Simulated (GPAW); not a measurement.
Consider zinc-blende (ZnS)1-x(ZnSe)x, x = 0.25.

```xyz
16
Lattice="0.0000 5.4745 5.4745 5.4745 0.0000 5.4745 5.4745 5.4745 0.0000" Properties=species:S:1:pos:R:3 pbc="T T T"
Zn    5.4728    5.4806    0.0910
S     1.3750    1.3729    1.3785
Zn    8.2035    8.2088   10.9430
S     4.0967    4.0971    1.3682
Zn    8.1780   10.9024    8.1748
Se    4.1049    1.3691    4.1056
Zn    5.5098    8.2503    8.1744
S     6.8406    4.1051    4.1053
Zn   10.9104    8.1728    8.1831
Se    1.3645    4.1027    4.1122
Zn    8.2506    5.5040    8.1805
S     4.1037    6.8413    4.1121
Zn    8.2089    8.2071    5.5625
S     4.1148    4.1071    6.8440
Zn    5.4761    5.4742    5.4690
S     6.8365    6.8320    6.8515
```

Absorber: atom 5, with 3 S at 2.35 Å and 1 Se at 2.44 Å (distorted tetrahedral). Method: GPAW, PBE, excited-electron core hole (neutral cell), 16-atom cell with 7.7 Å between holes, 4×4×4 k points, dipole transitions, Gaussian full width 1.67 eV up to 4 eV, rising linearly to 3.5 eV at 25 eV.

Q: What does the Zn K edge look like?

Main maxima up to 27 eV above the zero (height): 4.8 eV (2.02), 8.8 eV (1.01) and 12.4 eV (1.05). A K edge sees empty p states on the absorber. The total-energy difference is 9692.74 eV. One term is added: -30.96 eV, since the hole is spin-paired here and a spin-polarised one costs that much less in the free atom (computed apart). The photon energy is then 9661.78 eV. The tabulated edge of the element is 9659 eV. The functional leaves an error of a few eV in such absolute values.

The Zn K spectrum (energy from the bottom of the conduction band, which holds the excited electron; intensity scaled to a mean of 1 over the first 20 eV):

```tsv
E (eV)	intensity
-2.0	0.00
-1.0	0.00
0.0	0.03
1.0	0.21
2.0	0.69
3.0	1.13
4.0	1.64
5.0	2.00
6.0	1.35
7.0	0.84
8.0	0.92
9.0	1.00
10.0	0.89
11.0	0.94
12.0	1.04
13.0	1.03
14.0	1.00
15.0	1.00
16.0	0.98
17.0	0.96
18.0	0.94
19.0	0.90
20.0	0.82
21.0	0.77
22.0	0.80
23.0	0.84
24.0	0.85
25.0	0.86
26.0	0.91
27.0	0.98
```

The script folds with a Gaussian, whereas the core hole's own line is a Lorentzian, so the onset is too steep and the first peak too high.

[Banner, clock and machine lines of the logs are left out without a mark of their own.]

[Logs are printed without paths, hosts, clocks, repeated set-up lines and the standing remarks that a program may print on its own settings, such as how far it seeks lower states.]

[Hosts, paths, dates, database ids (printed as entryN), source tags and the programs' standing remarks are cut or masked in the printed files.]

[Lists of maxima count a maximum above −3 eV only where it reaches 4 % of the highest in the window and stands out from its surroundings by 2 % of it (1.5 % where it reaches 55 %); shoulders and weaker maxima are passed over, and of the rest the first, up to two pre-edge ones and the few strongest are named.]
